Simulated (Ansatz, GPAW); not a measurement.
# Cutoff, mesh and smearing for a 8-layer slab of Sr(100), part 2 of 2

How do cutoff, mesh, smearing and the dipole layer change the work function of a 8-layer slab of Sr(100)?

GPAW 26.7.0 and Ansatz 0.2.0; Ansatz plane waves; slab in vacuum with a dipole correction, relaxation (the session's first sound run).

So far, upper work function (eV): step 2 (relaxing the atoms) 2.53.

## Step 3: Plane waves, PBE

The work function is the vacuum plateau of the electrostatic potential less the Fermi level; a dipole layer lets the two faces have plateaus of their own.

This step: GPAW, PAW setups; slab in vacuum (GPAW 26.7.0).

run.py reads:

```python
import json
import numpy as np
from ase import Atoms
from gpaw import GPAW, PW

slab = Atoms(
    ['Sr', 'Sr', 'Sr', 'Sr', 'Sr', 'Sr', 'Sr', 'Sr'],
    positions=[
        [2.14960, 2.14960, 7.00000],
        [0.00000, 0.00000, 10.04000],
        [2.14960, 2.14960, 13.08000],
        [0.00000, 0.00000, 16.12000],
        [2.14960, 2.14960, 19.12532],
        [-0.00000, 0.00000, 22.13016],
        [2.14960, 2.14960, 25.12535],
        [-0.00000, 0.00000, 28.05541]],
    cell=[[4.29921, 0.0, 0.0], [0.0, 4.29921, 0.0], [0.0, 0.0, 35.28]],
    pbc=[True, True, False])

slab.calc = GPAW(mode=PW(400), xc='PBE', kpts={'size': (7, 7, 1), 'gamma': True},
                 occupations={'name': 'fermi-dirac', 'width': 0.1}, nbands='140%',
                 convergence={'density': 1e-05}, maxiter=200,
                 poissonsolver={'dipolelayer': 'xy'},
                 symmetry={'tolerance': 1e-3}, txt='slab.txt')
result = {}
energy = slab.get_potential_energy()
fermi = slab.calc.get_fermi_level()
v = slab.calc.get_electrostatic_potential().mean((0, 1)) - fermi
n = slab.calc.get_pseudo_density().mean((0, 1))
L = slab.cell[2, 2]
z = np.arange(len(v)) * L / len(v)
low, high = slab.positions[:, 2].min(), slab.positions[:, 2].max()
below, above = np.interp([low - 4.8, high + 4.8], z, v)
slopes = [np.interp(x, z, np.gradient(v, z)) for x in (low - 4.8, high + 4.8)]
eps = np.array([[slab.calc.get_eigenvalues(k, s) for k in range(len(slab.calc.get_ibz_k_points()))]
                for s in range(slab.calc.get_number_of_spins())]) - fermi
top, bottom = eps[eps < 0].max(), eps[eps > 0].min()
dipole = slab.get_dipole_moment()[2]
print(f'energy {energy:.4f} eV, Fermi level {fermi:.4f} eV, dipole {dipole:.5f} e A')
print(f'potential 4.8 A off the faces, from the Fermi level: lower {below:.4f} eV, upper {above:.4f} eV')
print(f'slope of the potential there: lower {slopes[0]:.5f}, upper {slopes[1]:.5f} eV/A')
print(f'nearest levels on the mesh: {top:.4f} and {bottom:.4f} eV')
print('magnetic moment', round(slab.get_magnetic_moment(), 3))
result.update(energy=energy, fermi=fermi, dipole=dipole, below=below, above=above, slopes=slopes, edges=[top, bottom],
              z=z.tolist(), v=v.tolist(), n=n.tolist(), positions=slab.positions.tolist(),
              forces=slab.get_forces(apply_constraint=False).tolist(), moments=slab.get_magnetic_moments().tolist())
json.dump(result, open('result.json', 'w'))
```

Launch:

```bash
> OMP_NUM_THREADS=1 OPENBLAS_NUM_THREADS=1 python run.py
```

The program printed:

```text
energy -12.5417 eV, Fermi level 1.6397 eV, dipole 0.00127 e A
potential 4.8 A off the faces, from the Fermi level: lower 2.5487 eV, upper 2.5361 eV
slope of the potential there: lower -0.00802, upper 0.00803 eV/A
nearest levels on the mesh: -0.0091 and 0.0212 eV
magnetic moment 0.0
```

Elapsed: 4.3 min, on 1 thread of Intel Xeon Platinum 8488C (Sapphire Rapids), shared host; peak memory 0.4 GiB.

This step gave:

* dipole along the normal: 0.001267 e·Å
* levels nearest the Fermi level on the mesh: -0.009092, 0.02117 eV from the Fermi level
* upper work function: 2.536 eV

The electrostatic potential energy of an electron (without an applied field's), less the Fermi level, planar mean oscillates, so the rows of the table below give means over windows of 3.04 Å about each position, cut where the curve ends. Its maxima inside the range that stand out by 2 % of the span (Å: eV): 8.5: 0.817, 11.6: 0.750, 14.6: 0.747, 17.6: 0.672, 20.6: 0.656, 23.6: 0.643, 26.6: 0.558. Its minima: 7.0: -10.7, 10.1: -10.4, 13.1: -10.4, 16.1: -10.4, 19.1: -10.4, 22.2: -10.4, 25.1: -10.3, 28.0: -10.7.

Table of electrostatic potential energy of an electron (without an applied field's), less the Fermi level, planar mean by z; means over each step:

```csv
z (Å),"electrostatic potential energy of an electron (without an applied field's), less the Fermi level, planar mean (eV)"
1.52,2.55
4.56,1.78
7.60,-3.58
10.64,-3.40
13.68,-3.42
16.72,-3.45
19.76,-3.46
22.80,-3.48
25.84,-3.53
28.88,-3.04
31.92,2.47
34.96,2.54
```

The pseudo valence density, planar mean oscillates, so the rows of the table below give means over windows of 2.94 Å about each position, cut where the curve ends. Its maxima inside the range that stand out by 2 % of the span (Å: e/Å³): 6.9: 0.416, 10.1: 0.420, 13.0: 0.418, 16.2: 0.419, 19.1: 0.423, 22.1: 0.415, 25.2: 0.416, 28.1: 0.414. Its minima: 8.6: 0.0469, 11.6: 0.0446, 14.7: 0.0454, 17.6: 0.0458, 20.6: 0.0459, 23.7: 0.0465, 26.7: 0.0505.

The pseudo valence density, planar mean by z; means over each step:

```csv
z (Å),"pseudo valence density, planar mean (e/Å³)"
1.47,6.1e-5
4.41,0.00834
7.35,0.180
10.29,0.182
13.23,0.182
16.17,0.183
19.11,0.183
22.05,0.183
24.99,0.184
27.93,0.180
30.87,0.00563
33.81,4.3e-5
```

Force by atom:

```csv
atom,x (eV/Å),y (eV/Å),z (eV/Å),size
Sr1,0.0000,0.0000,0.0747,0.0747
Sr2,0.0000,0.0000,-0.0589,0.0589
Sr3,0.0000,0.0000,-0.0001,0.0001
Sr4,0.0000,0.0000,-0.0202,0.0202
Sr5,0.0000,0.0000,-0.0015,0.0015
Sr6,0.0000,0.0000,-0.0012,0.0012
Sr7,0.0000,0.0000,-0.0061,0.0061
Sr8,0.0000,0.0000,0.0131,0.0131
```

The potential is flat to 0.008 eV/Å where it is read, so the vacuum is wide enough. The geometry is the other program's minimum; here the largest force on a free atom is 0.013 eV/Å.

## Step 4: Cutoff 200

The cutoff limits how sharply the smooth valence waves can vary, which tells mostly near the atoms.

run.py, as its differences from that of step 3:

```diff
@@ -19,3 +19,3 @@
 
-slab.calc = GPAW(mode=PW(400), xc='PBE', kpts={'size': (7, 7, 1), 'gamma': True},
+slab.calc = GPAW(mode=PW(200), xc='PBE', kpts={'size': (7, 7, 1), 'gamma': True},
                  occupations={'name': 'fermi-dirac', 'width': 0.1}, nbands='140%',
```

The program printed:

```text
energy -10.3646 eV, Fermi level 1.6462 eV, dipole 0.00114 e A
potential 4.8 A off the faces, from the Fermi level: lower 2.5492 eV, upper 2.5366 eV
slope of the potential there: lower -0.00830, upper 0.00830 eV/A
nearest levels on the mesh: -0.0092 and 0.0191 eV
magnetic moment 0.0
```

Wall time 1.8 min (1 thread); peak memory 0.21 GiB.

The run finished. A setting was moved off its sound value on purpose, so it serves as a test and not as the result.

The fault put into the input: a cutoff under that of the base run: the energy of the cell lies 2.2 eV from the base value (ecut = 200).

Side by side:

```csv
quantity,this run,sound run,difference
upper work function (eV),2.5366,2.5361,5.1e-4
lower work function (eV),2.5492,2.5487,4.9e-4
```

## Step 5: Cutoff 300

The cutoff limits how sharply the smooth valence waves can vary, which tells mostly near the atoms.

run.py, as its differences from that of step 4:

```diff
@@ -19,3 +19,3 @@
 
-slab.calc = GPAW(mode=PW(200), xc='PBE', kpts={'size': (7, 7, 1), 'gamma': True},
+slab.calc = GPAW(mode=PW(300), xc='PBE', kpts={'size': (7, 7, 1), 'gamma': True},
                  occupations={'name': 'fermi-dirac', 'width': 0.1}, nbands='140%',
```

The program printed:

```text
energy -12.3093 eV, Fermi level 1.6397 eV, dipole 0.00145 e A
potential 4.8 A off the faces, from the Fermi level: lower 2.5488 eV, upper 2.5366 eV
slope of the potential there: lower -0.00800, upper 0.00810 eV/A
nearest levels on the mesh: -0.0092 and 0.0212 eV
magnetic moment 0.0
```

It took 4.5 min on 1 thread; peak memory 0.3 GiB.

The run finished. A setting was moved off its sound value on purpose, so it serves as a test and not as the result.

The fault put into the input: a cutoff under that of the base run: the energy of the cell lies 0.23 eV from the base value (ecut = 300).

Side by side:

```csv
quantity,this run,sound run,difference
upper work function (eV),2.5366,2.5361,5.6e-4
lower work function (eV),2.5488,2.5487,9.9e-5
```

## Step 6: Cutoff 700: ecut = 700

The cutoff limits how sharply the smooth valence waves can vary, which tells mostly near the atoms.

run.py, as its differences from that of step 5:

```diff
@@ -19,3 +19,3 @@
 
-slab.calc = GPAW(mode=PW(300), xc='PBE', kpts={'size': (7, 7, 1), 'gamma': True},
+slab.calc = GPAW(mode=PW(700), xc='PBE', kpts={'size': (7, 7, 1), 'gamma': True},
                  occupations={'name': 'fermi-dirac', 'width': 0.1}, nbands='140%',
```

The program printed:

```text
energy -12.6918 eV, Fermi level 1.6400 eV, dipole 0.00129 e A
potential 4.8 A off the faces, from the Fermi level: lower 2.5489 eV, upper 2.5363 eV
slope of the potential there: lower -0.00799, upper 0.00803 eV/A
nearest levels on the mesh: -0.0091 and 0.0212 eV
magnetic moment 0.0
```

The job ended after 23 min (1 thread; peak memory 0.77 GiB).

Numbers from this step:

| Quantity | Value |
| --- | --- |
| dipole along the normal | 0.001290 e·Å |
| levels nearest the Fermi level on the mesh | -0.009085, 0.02117 eV from the Fermi level |

The electrostatic potential energy of an electron (without an applied field's), less the Fermi level, planar mean oscillates, so the rows of the table below give means over windows of 2.98 Å about each position, cut where the curve ends. Its maxima inside the range that stand out by 2 % of the span (Å: eV): 8.6: 0.814, 11.5: 0.742, 14.6: 0.745, 17.6: 0.671, 20.6: 0.655, 23.7: 0.631, 26.6: 0.546. Its minima: 7.0: -10.8, 10.0: -10.4, 13.1: -10.5, 16.1: -10.4, 19.1: -10.4, 22.1: -10.5, 25.2: -10.3, 28.0: -10.7.

Table of electrostatic potential energy of an electron (without an applied field's), less the Fermi level, planar mean by z; means over each step:

z (Å), electrostatic potential energy of an electron (without an applied field's), less the Fermi level, planar mean (eV) and a bar from the least value:
```
     1.49        2.5 ##############################
     4.47        1.9 ###########################
     7.45       -3.7 
    10.43       -3.5 #
    13.41       -3.5 #
    16.39       -3.5 #
    19.37       -3.5 #
    22.35       -3.5 #
    25.33       -3.5 #
    28.31       -3.7 
    31.29        2.3 #############################
    34.27        2.5 ##############################
```

The pseudo valence density, planar mean oscillates, so the rows of the table below give means over windows of 2.94 Å about each position, cut where the curve ends. Its maxima inside the range that stand out by 2 % of the span (Å: e/Å³): 7.0: 0.422, 10.0: 0.415, 13.1: 0.422, 16.2: 0.420, 19.1: 0.423, 22.1: 0.415, 25.2: 0.422, 28.1: 0.421. Its minima: 8.5: 0.0464, 11.6: 0.0447, 14.5: 0.0450, 17.6: 0.0458, 20.6: 0.0459, 23.7: 0.0459, 26.6: 0.0500.

Pseudo valence density, planar mean against z; means over each step:

```csv
z (Å),"pseudo valence density, planar mean (e/Å³)"
1.47,6.0e-5
4.41,0.00828
7.35,0.180
10.29,0.182
13.23,0.182
16.17,0.183
19.11,0.183
22.05,0.183
24.99,0.184
27.93,0.180
30.87,0.00561
33.81,4.2e-5
```

Force by atom:

```csv
atom,x (eV/Å),y (eV/Å),z (eV/Å),size
Sr1,0.0000,0.0000,0.0742,0.0742
Sr2,0.0000,0.0000,-0.0590,0.0590
Sr3,0.0000,0.0000,-0.0002,0.0002
Sr4,0.0000,0.0000,-0.0200,0.0200
Sr5,0.0000,0.0000,-0.0015,0.0015
Sr6,0.0000,0.0000,-0.0013,0.0013
Sr7,0.0000,0.0000,-0.0059,0.0059
Sr8,0.0000,0.0000,0.0136,0.0136
```

The upper face's work function is 2.536 eV, against 2.536 eV in the first plane-wave PBE run at this geometry.

## Step 7: K mesh 2×2

The mesh in the plane samples the bands: a metal's Fermi level needs it dense, and band edges must lie on it.

run.py, as its differences from that of step 6:

```diff
@@ -19,3 +19,3 @@
 
-slab.calc = GPAW(mode=PW(700), xc='PBE', kpts={'size': (7, 7, 1), 'gamma': True},
+slab.calc = GPAW(mode=PW(400), xc='PBE', kpts={'size': (2, 2, 1), 'gamma': True},
                  occupations={'name': 'fermi-dirac', 'width': 0.1}, nbands='140%',
```

The program printed:

```text
energy -12.8291 eV, Fermi level 1.7223 eV, dipole 0.00181 e A
potential 4.8 A off the faces, from the Fermi level: lower 2.2716 eV, upper 2.2536 eV
slope of the potential there: lower -0.01053, upper 0.01043 eV/A
nearest levels on the mesh: -0.1264 and 0.0670 eV
magnetic moment 0.0
```

Wall time 95 s (1 thread); peak memory 0.31 GiB.

The run finished with changed settings (kpts = [2, 2]); it serves as a test.

Side by side:

```csv
quantity,this run,sound run,difference
upper work function (eV),2.2536,2.5361,-0.282
lower work function (eV),2.2716,2.5487,-0.277
```

One result that differs is the upper work function, 2.25 eV against 2.54 eV.

## Step 8: K mesh 4×4

The mesh in the plane samples the bands: a metal's Fermi level needs it dense, and band edges must lie on it.

run.py, as its differences from that of step 7:

```diff
@@ -19,3 +19,3 @@
 
-slab.calc = GPAW(mode=PW(400), xc='PBE', kpts={'size': (2, 2, 1), 'gamma': True},
+slab.calc = GPAW(mode=PW(400), xc='PBE', kpts={'size': (4, 4, 1), 'gamma': True},
                  occupations={'name': 'fermi-dirac', 'width': 0.1}, nbands='140%',
```

The program printed:

```text
energy -12.6774 eV, Fermi level 1.6287 eV, dipole 0.00149 e A
potential 4.8 A off the faces, from the Fermi level: lower 2.5719 eV, upper 2.5571 eV
slope of the potential there: lower -0.00818, upper 0.00820 eV/A
nearest levels on the mesh: -0.1382 and 0.0619 eV
magnetic moment 0.0
```

Wall time 2.4 min (1 thread); peak memory 0.35 GiB.

The run finished with changed settings (kpts = [4, 4]); it serves as a test.

Side by side:

```csv
quantity,this run,sound run,difference
upper work function (eV),2.5571,2.5361,0.0210
lower work function (eV),2.5719,2.5487,0.0232
```

## Step 9: K mesh 10×10: kpts = [10, 10]

The mesh in the plane samples the bands: a metal's Fermi level needs it dense, and band edges must lie on it.

run.py, as its differences from that of step 8:

```diff
@@ -19,3 +19,3 @@
 
-slab.calc = GPAW(mode=PW(400), xc='PBE', kpts={'size': (4, 4, 1), 'gamma': True},
+slab.calc = GPAW(mode=PW(400), xc='PBE', kpts={'size': (10, 10, 1), 'gamma': True},
                  occupations={'name': 'fermi-dirac', 'width': 0.1}, nbands='140%',
```

The program printed:

```text
energy -12.5347 eV, Fermi level 1.6380 eV, dipole 0.00125 e A
potential 4.8 A off the faces, from the Fermi level: lower 2.5496 eV, upper 2.5372 eV
slope of the potential there: lower -0.00801, upper 0.00800 eV/A
nearest levels on the mesh: -0.0006 and 0.0119 eV
magnetic moment 0.0
```

Elapsed: 7.5 min, on 1 thread; peak memory 0.55 GiB.

This step gave:

| Item | Value |
| --- | --- |
| dipole along the normal | 0.001254 e·Å |
| levels nearest the Fermi level on the mesh | -6.14e-4, 0.01193 eV from the Fermi level |
| upper work function | 2.537 eV |
| lower work function | 2.550 eV |

The upper face's work function is 2.537 eV, against 2.536 eV in the first plane-wave PBE run at this geometry.

## Step 10: Scheme Methfessel-Paxton of order 0 (Gaussian), smearing 0.2

Smearing changes the occupations near the Fermi level, and with them the level itself. Smearing helps the SCF of a metal converge, but it blurs occupations at band edges near the Fermi level.

run.py, as its differences from that of step 9:

```diff
@@ -19,4 +19,4 @@
 
-slab.calc = GPAW(mode=PW(400), xc='PBE', kpts={'size': (10, 10, 1), 'gamma': True},
-                 occupations={'name': 'fermi-dirac', 'width': 0.1}, nbands='140%',
+slab.calc = GPAW(mode=PW(400), xc='PBE', kpts={'size': (7, 7, 1), 'gamma': True},
+                 occupations={'name': 'methfessel-paxton', 'width': 0.2}, nbands='140%',
                  convergence={'density': 1e-05}, maxiter=200,
```

The program printed:

```text
energy -12.5415 eV, Fermi level 1.6516 eV, dipole 0.00112 e A
potential 4.8 A off the faces, from the Fermi level: lower 2.5305 eV, upper 2.5194 eV
slope of the potential there: lower -0.00777, upper 0.00782 eV/A
nearest levels on the mesh: -0.0194 and 0.0110 eV
magnetic moment 0.0
```

It took 4.4 min on 1 thread; peak memory 0.4 GiB.

Numbers from this step:

```yaml
dipole_along_the_normal: 0.001117 e·Å
levels_nearest_the_fermi_level_on_the_mesh: -0.01940, 0.01096 eV from the Fermi level
upper_work_function: 2.519 eV
lower_work_function: 2.531 eV
```

The electrostatic potential energy of an electron (without an applied field's), less the Fermi level, planar mean oscillates, so the rows of the table below give means over windows of 3.04 Å about each position, cut where the curve ends. Its maxima inside the range that stand out by 2 % of the span (Å: eV): 8.5: 0.808, 11.6: 0.738, 14.6: 0.734, 17.6: 0.660, 20.6: 0.644, 23.6: 0.631, 26.6: 0.549. Its minima: 7.0: -10.7, 10.1: -10.4, 13.1: -10.4, 16.1: -10.4, 19.1: -10.5, 22.2: -10.5, 25.1: -10.4, 28.0: -10.7.

Electrostatic potential energy of an electron (without an applied field's), less the Fermi level, planar mean against z; means over each step:

```csv
z (Å),"electrostatic potential energy of an electron (without an applied field's), less the Fermi level, planar mean (eV)"
1.52,2.53
4.56,1.76
7.60,-3.59
10.64,-3.41
13.68,-3.43
16.72,-3.46
19.76,-3.47
22.80,-3.49
25.84,-3.54
28.88,-3.05
31.92,2.45
34.96,2.52
```

The upper face's work function is 2.519 eV, against 2.536 eV in the first plane-wave PBE run at this geometry.

## Step 11: All levels side by side

Times are for 1 thread of Intel Xeon Platinum 8488C (Sapphire Rapids), shared host. The runs compared:

```csv
no.,run,upper work function (eV),lower work function (eV),time,memory (GiB)
1,pw,2.536,2.549,4.3 min,0.4
2,cutoff 700,2.536,2.549,23 min,0.77
3,k mesh 10×10,2.537,2.550,7.5 min,0.55
4,"scheme Methfessel-Paxton of order 0 (Gaussian), smearing 0.2",2.519,2.531,4.4 min,0.4
```

## Step 12: Without the dipole layer

The dipole layer is taken out and the cell repeats along the normal.

run.py, as its differences from that of step 10:

```diff
@@ -17,8 +17,7 @@
     cell=[[4.29921, 0.0, 0.0], [0.0, 4.29921, 0.0], [0.0, 0.0, 35.28]],
-    pbc=[True, True, False])
+    pbc=[True, True, True])
 
 slab.calc = GPAW(mode=PW(400), xc='PBE', kpts={'size': (7, 7, 1), 'gamma': True},
-                 occupations={'name': 'methfessel-paxton', 'width': 0.2}, nbands='140%',
+                 occupations={'name': 'fermi-dirac', 'width': 0.1}, nbands='140%',
                  convergence={'density': 1e-05}, maxiter=200,
-                 poissonsolver={'dipolelayer': 'xy'},
                  symmetry={'tolerance': 1e-3}, txt='slab.txt')
```

The program printed:

```text
energy -12.5417 eV, Fermi level 1.6396 eV, dipole 0.00498 e A
potential 4.8 A off the faces, from the Fermi level: lower 2.5456 eV, upper 2.5391 eV
slope of the potential there: lower -0.00666, upper 0.00938 eV/A
nearest levels on the mesh: -0.0091 and 0.0212 eV
magnetic moment 0.0
```

Run time: 2.9 min. Hardware: 1 thread; peak memory 0.4 GiB.

The run finished with changed settings (dipole = false and pbc_z = true); it serves as a test.

The two runs compared:

```csv
quantity,this run,sound run,difference
dipole along the normal (e·Å),0.0049757,0.0012669,0.00371
upper work function (eV),2.5391,2.5361,0.00307
lower work function (eV),2.5456,2.5487,-0.00305
```

## Step 13: Side by side

Results and costs are gathered.

This step: comparison of work functions, dipole and cost (GPAW 26.7.0).

Ladder, by row:

```csv
step,code,"work function, upper (eV)","work function, lower (eV)",dipole (e Å),wall time (s),peak memory (GiB),threads
pw,GPAW,2.536,2.549,0.001267,261,0.4,1
ecut200,GPAW,2.537,2.549,0.001136,110.7,0.21,1
ecut300,GPAW,2.537,2.549,0.001451,271.3,0.3,1
ecut700,GPAW,2.536,2.549,0.00129,1356,0.77,1
k2,GPAW,2.254,2.272,0.001809,95.23,0.31,1
k4,GPAW,2.557,2.572,0.001486,144.9,0.35,1
k10,GPAW,2.537,2.55,0.001254,452.4,0.55,1
smear,GPAW,2.519,2.531,0.001117,265.4,0.4,1
nodip,GPAW,2.539,2.546,0.004976,173.2,0.4,1
```

## Step 14: Summary of results

```yaml
work_function_upper_and_lower_face: 2.536 and 2.549 eV
dipole_along_the_normal: 0.00127 e Å
```

What this shows: With plane waves and PBE the work function is 2.54 eV on the upper face and 2.55 eV on the lower. The measured value for polycrystalline Sr, which weights the faces of low work function, is 2.59 eV (as compiled in "Anisotropic work function of elemental crystals", 2019, arxiv:1902.07811); the relaxed upper face lies 0.054 eV under it with PBE. Measured work functions scatter by a tenth of an eV or more between methods. The other smearing (Gaussian of 0.2 eV in place of Fermi-Dirac of 0.1) moves the two faces by -0.017 and -0.018 eV on the same mesh; a mesh is converged only for its smearing. Over the sound runs of the table the upper face's work function spans 2.519 (smear) to 2.537 eV (k10). The small printed dipole stands for a step of -12 meV from the lower to the upper face, and the probes find -13 meV; values this small are near the numerical noise of both. The in-plane lattice was kept as typed, which isn't the functional's own and leaves some strain; spin-orbit coupling and temperature are left out.

[Logs are printed without paths, hosts, clocks, repeated set-up lines and the standing remarks that a program may print on its own settings, such as how far it seeks lower states.]

[Hosts, paths, dates, database ids (printed as entryN), source tags and the programs' standing remarks are cut or masked in the printed files.]
